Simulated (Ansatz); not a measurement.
TiO2 (Imma): refractive index against wavelength

The refractive index of TiO2 (Imma) along x below the direct gap (1.84 eV on the mesh) is read from one computed spectrum, n = √(Re ε). x, y and z are the Cartesian axes of the input cell.

Cell: a, b, c = 5.518, 5.518, 5.518 Å (primitive vectors), 12 atoms.

Method: Ansatz 0.2.0, PBE, independent particles, k-mesh 6×6×6 with interpolation inside its cells, Gaussian parameter 0.1 eV.

Launch of the response step: `ansatz run input.yaml --threads 4 --pin off --max-ram 8192MiB --backend cpu --events-out ev --progress --plain --runs-dir out`. The run took 2.4 min, on 4 threads of Arm Neoverse V1 (shared host).

| wavelength (nm) | photon energy E (eV) | n |
| --- | --- | --- |
| 3000 | 0.413 | 3.0181 |
| 2000 | 0.620 | 3.0350 |
| 1550 | 0.800 | 3.0559 |
| 1310 | 0.946 | 3.0778 |
| 1064 | 1.165 | ? |

In the single-oscillator model n² − 1 = E₀E_d/(E₀² − E²), so 1/(n² − 1) = E₀/E_d − E²/(E₀E_d) is linear in E².

Working, on the rows shown:

| x = E² (eV²) | y = 1/(n² − 1) |
| --- | --- |
| 0.170801 | 0.123321 |
| 0.384302 | 0.121785 |
| 0.639837 | 0.119925 |
| 0.895757 | 0.118024 |

Means: x̄ = 0.52267, ȳ = 0.12076. Σ(x − x̄)(y − ȳ) = -0.002161, Σ(x − x̄)² = 0.2959. Slope = -0.002161 / 0.2959 = -0.007305; intercept = ȳ − slope · x̄ = 0.12458. Turned back into n, the line misses the rows shown by at most 0.0002.

Q: Fill in the last column of the withheld row.

A: At x = 1.3578 the line gives y = 0.11466, that is 3.1179. The run gave 3.1200, so the extrapolation is off by 0.0021, 2 % of the range in the table.

Refitted with all rows, the slope is -0.00744 and the intercept 0.12464. These give E₀ = √(intercept/−slope) = 4.09 eV and E_d = E₀/intercept = 32.8 eV; E₀ is 2.2 times the direct gap. The electronic limit at long wavelengths, without lattice vibrations, is n = √(1 + 1/intercept) = 3.004. Excitons are left out and so are local fields; PBE gaps are as a rule too small.
